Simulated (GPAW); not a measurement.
**CaC2 (Immm): G0W0 with GPAW, start to end**

Aim: the G0W0 gap of CaC2 (Immm) on LDA, step by step.

Method: LDA and many-body steps on it, plane waves, in GPAW 26.7.0.

## (1) The structure

The structure is orthorhombic, space group Immm (No. 71). The conventional cell has a = 3.790 Å, b = 4.887 Å, c = 5.360 Å, α = 90.00°, β = 90.00°, γ = 90.00°. Ca has 8 C at 2.62 to 2.75 Å nearest. C has 1 C at 1.26 Å and 4 Ca at 2.62 to 2.75 Å nearest. Farther neighbours are not listed.

The cell and positions are those that the Materials Project relaxed with its own functionals (PBE, PBE+U or r2SCAN), kept fixed.

## (2) Ground state

This step: GPAW 26.7.0; DFT, LDA, plane waves, PAW.

The ground-state density comes first.

Contents of run.py:

```python
import json
import numpy as np
from gpaw.mpi import world
from ase import Atoms
from gpaw import GPAW, PW, FermiDirac

atoms = Atoms(['Ca', 'C', 'C'],
    cell=[[-1.8948765550, 2.4432612300, 2.6801311800],
      [1.8948765550, -2.4432612300, 2.6801311800],
      [1.8948765550, 2.4432612300, -2.6801311800]],
    scaled_positions=[[0.0000000000, 0.0000000000, 0.0000000000],
      [0.3712390700, 0.5000000000, 0.8712390700],
      [0.6287609300, 0.5000000000, 0.1287609300]],
    pbc=(True, True, True))
calc = GPAW(mode=PW(600),
    xc='LDA',
    kpts={'size': (8, 8, 8), 'gamma': True},
    occupations=FermiDirac(0.001),
    nbands=-7,
    convergence={'density': 1e-6, 'bands': -3},
    maxiter=100,
    txt='gs.txt')
atoms.calc = calc
res = {'energy': atoms.get_potential_energy()}
kpts = calc.get_ibz_k_points()
res['kpts'] = kpts
res['eigenvalues'] = [calc.get_eigenvalues(kpt=k) for k in range(len(kpts))]
res['n_electrons'] = calc.get_number_of_electrons()
calc.write('gs.gpw')

if world.rank == 0:
    with open('result.json', 'w') as f:
        json.dump(res, f, default=lambda x: x.tolist())
```

Started as:

```sh
mpirun -n 4 gpaw python run.py
```

What it wrote:

```text
__  _  _
 | _ |_)|_||  |
 |__||  | ||/\| - 26.7.0

Input parameters:
  mode=PW(ecut=600.0),
  convergence={'density': 1e-06, 'bands': -3},
  kpts=MonkhorstPack(size=(8, 8, 8), gamma=True),
  maxiter=100,
  nbands=-7,
  occupations=Occupations(name='fermi-dirac', width=0.001, fixmagmom=False),
  xc=XC(name='LDA')
  [... matrices ...]
Diagonalizing LCAO Hamiltonian
Converting LCAO to pw mode

        C

             C
       Ca

Atoms  # Å, Bohr magnetons
|   | symbol |        x |        y |        z |    initial magnetic moments |
| 0 |     Ca | 0.000000 | 0.000000 | 0.000000 | ( 0.0000,  0.0000,  0.0000) |
| 1 |      C | 1.894877 | 1.814068 | 0.000000 | ( 0.0000,  0.0000,  0.0000) |
| 2 |      C | 0.000000 | 0.629193 | 2.680131 | ( 0.0000,  0.0000,  0.0000) |

Unit cell  # Å
| periodic |         x |         y |         z |  lengths |     angles |
|      yes | -1.894877 |  2.443261 |  2.680131 | 4.091844 | 124.827126 |
|      yes |  1.894877 | -2.443261 |  2.680131 | 4.091844 | 106.674293 |
|      yes |  1.894877 |  2.443261 | -2.680131 | 4.091844 |  98.161683 |

Number of symmetries: 8
Symmetry operations  # r_c * U_cc + t_c -> r_c
|   | kind |            matrix            |
| 0 |  σ   |  1, 1, 1,  0, 0,-1,  0,-1, 0 |
| 1 |  E   |  1, 0, 0,  0, 1, 0,  0, 0, 1 |
| 2 |  C2  |  0, 1, 0,  1, 0, 0, -1,-1,-1 |
| 3 |  C2  |  0, 0, 1, -1,-1,-1,  1, 0, 0 |
| 4 |  σ   |  0, 0,-1,  1, 1, 1, -1, 0, 0 |
| 5 |  σ   |  0,-1, 0, -1, 0, 0,  1, 1, 1 |
| 6 |  i   | -1, 0, 0,  0,-1, 0,  0, 0,-1 |
| 7 |  C2  | -1,-1,-1,  0, 0, 1,  0, 1, 0 |

BZ-sampling:
  Number of BZ points: 512
  Number of IBZ points: 95

  Monkhorst-Pack size: [8, 8, 8]
  Monkhorst-Pack shift: [0.0625, 0.0625, 0.0625]

K-points  # in reciprocal-cell coordinates
|     |                                coordinates |     weight |
|   0 | (  0.00000000,   0.00000000,   0.00000000) | 0.00195312 |
|   1 | (  0.12500000,  -0.12500000,  -0.12500000) | 0.00390625 |
|   2 | (  0.12500000,  -0.12500000,   0.00000000) | 0.00781250 |
|   3 | (  0.12500000,  -0.12500000,   0.12500000) | 0.00390625 |
|   4 | (  0.12500000,   0.00000000,  -0.12500000) | 0.00781250 |
|   5 | (  0.12500000,   0.00000000,   0.00000000) | 0.00781250 |
|   6 | (  0.12500000,   0.12500000,  -0.12500000) | 0.00390625 |
|   7 | (  0.25000000,  -0.25000000,  -0.25000000) | 0.00390625 |
|   8 | (  0.25000000,  -0.25000000,  -0.12500000) | 0.00781250 |
|   9 | (  0.25000000,  -0.25000000,   0.00000000) | 0.00781250 |
| ... |                                            |            |
|  94 | (  0.50000000,   0.50000000,   0.50000000) | 0.00195312 |

Plane wave coefficients: 1688
Cutoff: 600.0 eV

Spin-components: 1 (collinear spins)
Bands:           16
Projectors:      15
Spin-degeneracy: 2
Datatype:        complex128

  Storage: CPU
  Wave functions: 40_298_240 bytes (10_074_560 per core)
  Projectors: 55_410_080 bytes (13_852_520 per core)
  [... matrices ...]
Parallelization:
  kpt:    4
  domain: 1
  band:   1

Density:
  Valence electrons: 18.0
  Components: 1
  Grid points: [24 24 24]
  Charge: 0.0  # |e|

Potential:
  Grid points: [24 24 24]

species:
  Ca:
    name:    Calcium
    Z:       20.0
    valence: 10
    core:    10
    charge:  0.0  # [|e|]
    compensation charges:
      type: gauss
      rc: 0.37  # [Å]
      lmax: 2
    cutoffs:
      filter: 2.10  # [Å]
      core: 1.17  # [Å]
    projectors
    | kind |    occ | energy [eV] | rcut [Å] |
    |   3s |  2.000 |     -46.826 |    1.175 |
    |   4s |  2.000 |      -3.864 |    1.175 |
    |   3p |  6.000 |     -27.986 |    1.154 |
    |    p |        |      -0.774 |    1.154 |
    |    d |        |       0.000 |    0.937 |

    Using partial waves for Ca as LCAO basis

  C:
    name:    Carbon
    Z:       6.0
    valence: 4
    core:    2
    charge:  0.0  # [|e|]
    compensation charges:
      type: gauss
      rc: 0.20  # [Å]
      lmax: 2
    cutoffs:
      filter: 1.14  # [Å]
      core: 1.14  # [Å]
    projectors
    | kind |    occ | energy [eV] | rcut [Å] |
    |   2s |  2.000 |     -13.639 |    0.635 |
    |   2p |  2.000 |      -5.414 |    0.635 |
    |    s |        |      13.573 |    0.635 |
    |    p |        |      21.797 |    0.635 |
    |    d |        |       0.000 |    0.635 |

    Using partial waves for C as LCAO basis

Reference energy: -20504.017930  # eV

eigensolver:
  PPCG
  Converge bands: -3
  niter=2

density mixing:
  MSR1-Mixer
  Pratt-step length: 0.05
  Maximum mixing coefficient: 0.75
  Old densities: 10
  SVD Regularization: 0.005
  Good broyden scale: 1.0
  Trust region scale: 1.0
  Backstep threshold: 4.0
  History deletion threshold: 6.0
  Fourier metric: weight=20.0, sigma=0.015

occupation numbers:
  Fermi-Dirac:
    width: 0.0010  # eV

poisson solver:
  ecut: 4800.0  # eV

xc functional:
  name: None

Initialization done in: 1.247 s

convergence criteria:
- Maximum integral of absolute [dens]ity change: 1e-06 electrons / valence electron
- Maximum [total energy] change in last 3 cyles: 0.0005 eV / valence electron
- Maximum integral of absolute [eigenst]ate change: 4e-08 eV^2 / valence electron
maximum number of iterations: 100

SCF iterations
|iter     |     time |      energy | eigst |  dens |
|iter:   1|  |  -24.559596 | +1.49 |       |
|iter:   2|  |  -24.091803 | +0.49 | -0.89 |
|iter:   3|  |  -22.255555 | +0.11 | -0.94 |
|iter:   4|  |  -22.248024 | -0.53 | -1.62 |
|iter:   5|  |  -22.247680c| -0.78 | -2.01 |
|iter:   6|  |  -22.247738c| -1.29 | -2.90 |
|iter:   7|  |  -22.247742c| -1.85 | -3.51 |
|iter:   8|  |  -22.247742c| -2.14 | -4.50 |
|iter:   9|  |  -22.247742c| -2.49 | -5.09 |
|iter:  10|  |  -22.247742c| -2.81 | -5.92 |
|iter:  11|  |  -22.247742c| -3.38 | -6.61c|
|iter:  12|  |  -22.247742c| -4.24 | -7.43c|
|iter:  13|  |  -22.247742c| -5.29 | -8.25c|
|iter:  14|  |  -22.247742c| -5.95 | -8.87c|
|iter:  15|  |  -22.247742c| -6.76 | -9.32c|
|iter:  16|  |  -22.247742c| -7.50c|-10.04c|

Converged in 16 steps
SCF loop duration: 16.850 s (1.053 s/step)
Energy contributions relative to reference atoms: (reference = -20504.017930)
  [... matrices ...]
Energy contributions:
  Kinetic:          16.299340
  Coulomb:         -15.530172
  Zero:             -0.570249
  External:          0.000000
  Xc:              -22.446661
  Entropy:          -0.000000
  Spinorbit:         0.000000
  ----------------------------
  Free energy:     -22.247742
  Extrapolated:    -22.247742

dipole moment: (-6.273449, -8.089009, -8.873225)  # |e|*Ang

Fermi level: 3.074
Eigenvalues  # (at kpt = [0.000, 0.000, 0.000])
| band index |      eig [eV] | occ [0-2] |
|          0 |       -35.959 |     2.000 |
|          1 |       -17.247 |     2.000 |
|          2 |       -17.242 |     2.000 |
|          3 |       -17.129 |     2.000 |
|          4 |        -9.884 |     2.000 |
|          5 |        -0.012 |     2.000 |
|          6 |         0.090 |     2.000 |
|          7 |         1.704 |     2.000 |
|          8 |         1.965 |     2.000 |
|          9 |         4.520 |     0.000 |
|         10 |         5.784 |     0.000 |
|         11 |         7.683 |     0.000 |
|         12 |         7.982 |     0.000 |
|         13 |         8.589 |     0.000 |
|         14 |        11.094 |     0.000 |
|         15 |        12.129 |     0.000 |

Gap: 2.266 eV
Transition (v -> c):
  (s=0, k=11, n=8, [0.25, -0.25, 0.25]) -> (s=0, k=0, n=9, [0.00, 0.00, 0.00])
Direct/indirect transitions are different
Direct gap: 2.555 eV
Transition at: (s=0, k=0, n=8, [0.00, 0.00, 0.00])
# Writing to gs.gpw (mode='')
  [... matrices ...]
```

Run time: 20 s. Hardware: 4 MPI ranks of Arm Neoverse V1, shared host; peak memory 0.68 GiB.

Numbers from this step:

```
total energy               : -22.25 eV
gap                        : 2.266 eV
k of the valence top       : 0.25, -0.25, 0.25
k of the conduction bottom : 0, 0, 0
least direct gap           : 2.555 eV
```

The gap is indirect, with the least direct gap 0.29 eV higher.

## (3) Bands along the symmetry lines

The cheap functional maps the bands first; the places of the edges decide which points the dearer methods must see.

Contents of run.py:

```python
import json
import numpy as np
from gpaw.mpi import world
from gpaw import GPAW

path = [[0.000000, 0.000000, 0.000000],
    [0.062500, 0.062500, -0.062500],
    [0.125000, 0.125000, -0.125000],
    [0.187500, 0.187500, -0.187500],
    [0.250000, 0.250000, -0.250000],
    [0.312500, 0.312500, -0.312500],
    [0.375000, 0.375000, -0.375000],
    [0.437500, 0.437500, -0.437500],
    [0.500000, 0.500000, -0.500000],
    [0.484371, 0.515629, -0.484371],
    [0.468741, 0.531259, -0.468741],
    [0.453112, 0.546888, -0.453112],
    [0.437483, 0.562517, -0.437483],
    [0.421853, 0.578147, -0.421853],
    [0.406224, 0.593776, -0.406224],
    [0.390595, 0.609405, -0.390595],
    [0.374965, 0.625035, -0.374965],
    [-0.374965, 0.374965, 0.374965],
    [-0.328095, 0.328095, 0.328095],
    [-0.281224, 0.281224, 0.281224],
    [-0.234353, 0.234353, 0.234353],
    [-0.187483, 0.187483, 0.187483],
    [-0.140612, 0.140612, 0.140612],
    [-0.093741, 0.093741, 0.093741],
    [-0.046871, 0.046871, 0.046871],
    [0.000000, 0.000000, 0.000000],
    [0.057220, -0.057220, 0.057220],
    [0.114441, -0.114441, 0.114441],
    [0.171661, -0.171661, 0.171661],
    [0.228881, -0.228881, 0.228881],
    [0.286102, -0.286102, 0.286102],
    [0.343322, -0.343322, 0.343322],
    [0.400542, -0.400542, 0.400542],
    [0.457763, -0.457763, 0.457763],
    [0.542237, 0.457763, -0.457763],
    [0.536958, 0.463042, -0.463042],
    [0.531678, 0.468322, -0.468322],
    [0.526398, 0.473602, -0.473602],
    [0.521119, 0.478881, -0.478881],
    [0.515839, 0.484161, -0.484161],
    [0.510559, 0.489441, -0.489441],
    [0.505280, 0.494720, -0.494720],
    [0.500000, 0.500000, -0.500000],
    [0.000000, 0.000000, 0.000000],
    [0.000000, 0.062500, 0.000000],
    [0.000000, 0.125000, 0.000000],
    [0.000000, 0.187500, 0.000000],
    [0.000000, 0.250000, 0.000000],
    [0.000000, 0.312500, 0.000000],
    [0.000000, 0.375000, 0.000000],
    [0.000000, 0.437500, 0.000000],
    [0.000000, 0.500000, 0.000000],
    [0.031250, 0.468750, 0.031250],
    [0.062500, 0.437500, 0.062500],
    [0.093750, 0.406250, 0.093750],
    [0.125000, 0.375000, 0.125000],
    [0.156250, 0.343750, 0.156250],
    [0.187500, 0.312500, 0.187500],
    [0.218750, 0.281250, 0.218750],
    [0.250000, 0.250000, 0.250000],
    [0.281250, 0.218750, 0.218750],
    [0.312500, 0.187500, 0.187500],
    [0.343750, 0.156250, 0.156250],
    [0.375000, 0.125000, 0.125000],
    [0.406250, 0.093750, 0.093750],
    [0.437500, 0.062500, 0.062500],
    [0.468750, 0.031250, 0.031250],
    [0.500000, 0.000000, 0.000000],
    [0.437500, 0.000000, 0.000000],
    [0.375000, 0.000000, 0.000000],
    [0.312500, 0.000000, 0.000000],
    [0.250000, 0.000000, 0.000000],
    [0.187500, 0.000000, 0.000000],
    [0.125000, 0.000000, 0.000000],
    [0.062500, 0.000000, 0.000000],
    [0.000000, 0.000000, 0.000000],
    [0.000000, 0.000000, 0.062500],
    [0.000000, 0.000000, 0.125000],
    [0.000000, 0.000000, 0.187500],
    [0.000000, 0.000000, 0.250000],
    [0.000000, 0.000000, 0.312500],
    [0.000000, 0.000000, 0.375000],
    [0.000000, 0.000000, 0.437500],
    [0.000000, 0.000000, 0.500000],
    [0.031250, 0.031250, 0.468750],
    [0.062500, 0.062500, 0.437500],
    [0.093750, 0.093750, 0.406250],
    [0.125000, 0.125000, 0.375000],
    [0.156250, 0.156250, 0.343750],
    [0.187500, 0.187500, 0.312500],
    [0.218750, 0.218750, 0.281250],
    [0.250000, 0.250000, 0.250000]]
calc = GPAW('gs.gpw').fixed_density(kpts=path,
    symmetry='off',
    nbands=19,
    convergence={'bands': 15},
    txt='bands.txt')
res = {}
kpts = calc.get_ibz_k_points()
res['kpts'] = kpts
res['eigenvalues'] = [calc.get_eigenvalues(kpt=k) for k in range(len(kpts))]
res['n_electrons'] = calc.get_number_of_electrons()

if world.rank == 0:
    with open('result.json', 'w') as f:
        json.dump(res, f, default=lambda x: x.tolist())
```

Started as:

```sh
mpirun -n 4 gpaw python run.py
```

What it wrote:

```text
Diagonalizing LCAO Hamiltonian
Converting LCAO to pw mode
convergence criteria:
- Maximum integral of absolute [eigenst]ate change: 4e-08 eV^2 / valence electron
maximum number of iterations: 100

SCF iterations
|iter     |     time |      energy | eigst |  dens |
|iter:   1|  |             | +2.04 |       |
|iter:   2|  |             | +1.07 |       |
|iter:   3|  |             | +0.11 |       |
[...]
|iter:   7|  |             | -5.28 |       |
|iter:   8|  |             | -6.54 |       |
|iter:   9|  |             | -7.57c|       |
SCF steps: 9
  __  _  _
 | _ |_)|_||  |
 |__||  | ||/\| - 26.7.0

Input parameters:
  mode=PW(ecut=600.0),
  convergence={'bands': 15},
  gpts=array([24, 24, 24]),
  kpts=KPoints(kpts=array([[ 0.      ,  0.      ,  0.      ],
         [ 0.0625  ,  0.0625  , -0.0625  ],
         [ 0.125   ,  0.125   , -0.125   ],
         [ 0.1875  ,  0.1875  , -0.1875  ],
[...]
[ 0.484371,  0.515629, -0.484371],
         [ 0.468741,  0.531259, -0.468741],
         [ 0.453112,  0.546888, -0.453112],
[...]
[-0.374965,  0.374965,  0.374965],
         [-0.328095,  0.328095,  0.328095],
         [-0.281224,  0.281224,  0.281224],
[...]
[-0.093741,  0.093741,  0.093741],
         [-0.046871,  0.046871,  0.046871],
[...]
[ 0.515839,  0.484161, -0.484161],
         [ 0.510559,  0.489441, -0.489441],
[...]
[ 0.1875  ,  0.1875  ,  0.3125  ],
         [ 0.21875 ,  0.21875 ,  0.28125 ],
         [ 0.25    ,  0.25    ,  0.25    ]])),
  maxiter=100,
  nbands=19,
  occupations=Occupations(name='fermi-dirac', width=0.001, fixmagmom=False),
  parallel={},
  symmetry=Symmetry(point_group=False, time_reversal=False),
  xc=XC(name='LDA')
```

Elapsed: 14 s, on 4 MPI ranks; peak memory 0.74 GiB.

This step gave:

```yaml
gap: 2.270 eV
k_of_the_valence_top: 0.2861, -0.2861, 0.2861
k_of_the_conduction_bottom: 0, 0, 0
least_direct_gap: 2.555 eV
```

The gap is 2.270 eV, +0.004 eV from the run before at this level.

The electronic bands at the labelled points (eV, zero at the top of the highest filled band):

```tsv
point	band 6	band 7	band 8	band 9	band 10	band 11	band 12	band 13
Γ	-2.26	-2.16	-0.55	-0.29	2.27	3.53	5.43	5.73
halfway	-2.90	-2.63	-0.95	-0.66	4.10	4.62	4.80	6.85
X	-3.30	-2.19	-1.07	-0.86	4.22	4.77	6.57	7.11
halfway	-3.31	-2.13	-1.14	-0.96	4.59	4.87	6.33	6.82
F2	-3.33	-1.96	-1.69	-0.72	5.13	5.44	5.71	6.23
jump to Σ0	-3.33	-1.96	-1.69	-0.72	5.13	5.44	5.71	6.23
halfway	-2.92	-2.45	-1.02	-0.41	3.31	4.91	5.04	6.57
Γ	-2.26	-2.16	-0.55	-0.29	2.27	3.53	5.43	5.73
halfway	-3.92	-1.47	-0.89	-0.05	3.81	5.35	5.97	6.28
Y0	-3.37	-2.17	-0.97	-0.88	4.25	4.86	6.43	7.08
jump to U0	-3.37	-2.17	-0.97	-0.88	4.25	4.86	6.43	7.08
halfway	-3.32	-2.18	-1.05	-0.87	4.23	4.80	6.53	7.10
X	-3.30	-2.19	-1.07	-0.86	4.22	4.77	6.57	7.11
jump to Γ	-2.26	-2.16	-0.55	-0.29	2.27	3.53	5.43	5.73
halfway	-2.76	-2.45	-0.94	-0.65	3.22	4.56	5.55	6.27
R	-3.22	-2.80	-1.27	-0.79	4.29	6.04	6.46	7.04
halfway	-3.23	-2.52	-1.39	-0.69	3.83	5.12	6.27	7.37
W	-3.23	-1.92	-1.84	-0.60	3.66	4.27	6.10	7.48
halfway	-3.80	-1.67	-1.49	-0.41	4.50	4.51	6.25	6.47
S	-4.24	-1.63	-0.98	-0.21	4.71	5.29	6.16	6.61
halfway	-3.58	-1.30	-0.76	-0.68	3.36	4.53	5.42	6.28
Γ	-2.26	-2.16	-0.55	-0.29	2.27	3.53	5.43	5.73
halfway	-3.32	-1.32	-0.93	-0.66	2.70	4.44	5.82	6.30
T	-3.35	-1.39	-1.15	-0.71	2.50	3.74	6.85	6.92
halfway	-3.30	-1.67	-1.53	-0.64	3.22	3.71	6.85	7.42
W	-3.23	-1.92	-1.84	-0.60	3.66	4.27	6.10	7.48
```

The electronic bands as a text plot (rows in eV, shown from -8.0 to 6.3 only; labels by their first letter):

```
    6.0 |++  +   +++   ++ ++++ ++   ++ ++++++++++++ +++  ++     +
    5.4 |++       ++++  ++++++ ++  ++++         ++++++++++
    4.8 |  ++ ++++++ +++     +++ ++  ++   +    +++++
    4.2 |   +++++   +  ++   + + +++ +  +++ ++++     +    +++    +
    3.6 |+++         +   +++       +  +   ++++     ++++++   +++++
    3.1 | +           ++     +      ++
    2.5 |+              +++++      +                 ++++++++++
    1.9 |
    1.3 |
    0.7 |
    0.1 |                     **                 *
   -0.5 |******   ************  *  ************** ***************
   -1.1 |  *******   **     *******  ******    ******    ******
   -1.7 |         ***      *  **           ********  ****     ***
   -2.3 |*** ***** ********     *******   **          **
   -2.9 |  ****      ***   *         *****           *  **
   -3.5 |      ******       **  ***     *******     *     *******
   -4.1 |                     **               *****
   -4.7 |
   -5.3 |
   -5.9 |
   -6.5 |
   -7.1 |
   -7.7 |
         Γ      XF|Σ      Γ     YX|Γ    R   W    S    Γ      T  W
```

## (4) Empty states on the mesh, 4×4×4 mesh, 90 bands

The sums over transitions need many empty states on a uniform mesh; this step solves for them.

Contents of run.py:

```python
import json
import numpy as np
from gpaw.mpi import world
from gpaw import GPAW

calc = GPAW('gs.gpw').fixed_density(kpts={'size': (4, 4, 4), 'gamma': True},
    nbands=105,
    convergence={'bands': 90},
    txt='nscf.txt')
calc.write('full.gpw', mode='all')
res = {}
kpts = calc.get_ibz_k_points()
res['kpts'] = kpts
res['eigenvalues'] = [calc.get_eigenvalues(kpt=k) for k in range(len(kpts))]
res['n_electrons'] = calc.get_number_of_electrons()

if world.rank == 0:
    with open('result.json', 'w') as f:
        json.dump(res, f, default=lambda x: x.tolist())
```

Started as:

```sh
mpirun -n 4 gpaw python run.py
```

What it wrote:

```text
Diagonalizing LCAO Hamiltonian
Converting LCAO to pw mode
convergence criteria:
- Maximum integral of absolute [eigenst]ate change: 4e-08 eV^2 / valence electron
maximum number of iterations: 100

SCF iterations
|iter     |     time |      energy | eigst |  dens |
|iter:   1|  |             | +4.32 |       |
|iter:   2|  |             | +3.06 |       |
|iter:   3|  |             | +1.86 |       |
[...]
|iter:  11|  |             | -6.65 |       |
|iter:  12|  |             | -7.16 |       |
|iter:  13|  |             | -7.60c|       |
SCF steps: 13
  __  _  _
 | _ |_)|_||  |
 |__||  | ||/\| - 26.7.0

Input parameters:
  mode=PW(ecut=600.0),
  convergence={'bands': 90},
  gpts=array([24, 24, 24]),
  kpts=MonkhorstPack(size=(4, 4, 4), gamma=True),
  maxiter=100,
  nbands=105,
  occupations=Occupations(name='fermi-dirac', width=0.001, fixmagmom=False),
  parallel={},
  xc=XC(name='LDA')
# Writing to full.gpw (mode='all')
  [... matrices ...]

timing:  # [seconds]
  Total: 0.044  # ━━━━━━━━━━━━━━━━━━━━━━━━━━━━━━━━━━━━━━━━━━━━━━━━━━━━━━━━━━━
```

The job ended after 25 s (4 MPI ranks; peak memory 0.74 GiB).

Numbers from this step:

```
gap                                                           : 2.266 eV
k of the valence top                                          : 0.25, -0.25, 0.25
k of the conduction bottom                                    : 0, 0, 0
least direct gap                                              : 2.555 eV
k points computed                                             : 18
lowest point of the top converged band, above the valence top : 68.5550 eV
```

On this mesh the gap is 2.266 eV.

[end of part 1 of 2]

[Paths, hosts, dates, memory and timing lines, banners, echoed tables and standing remarks are left out of the program output.]

[Logs are printed without paths, hosts, clocks, repeated set-up lines and the standing remarks that a program may print on its own settings, such as how far it seeks lower states.]

[Runs of the session that timed out or met a known fault of the program may be left out.]

[Hosts, paths, dates, database ids (printed as entryN), source tags and the programs' standing remarks are cut or masked in the printed files.]
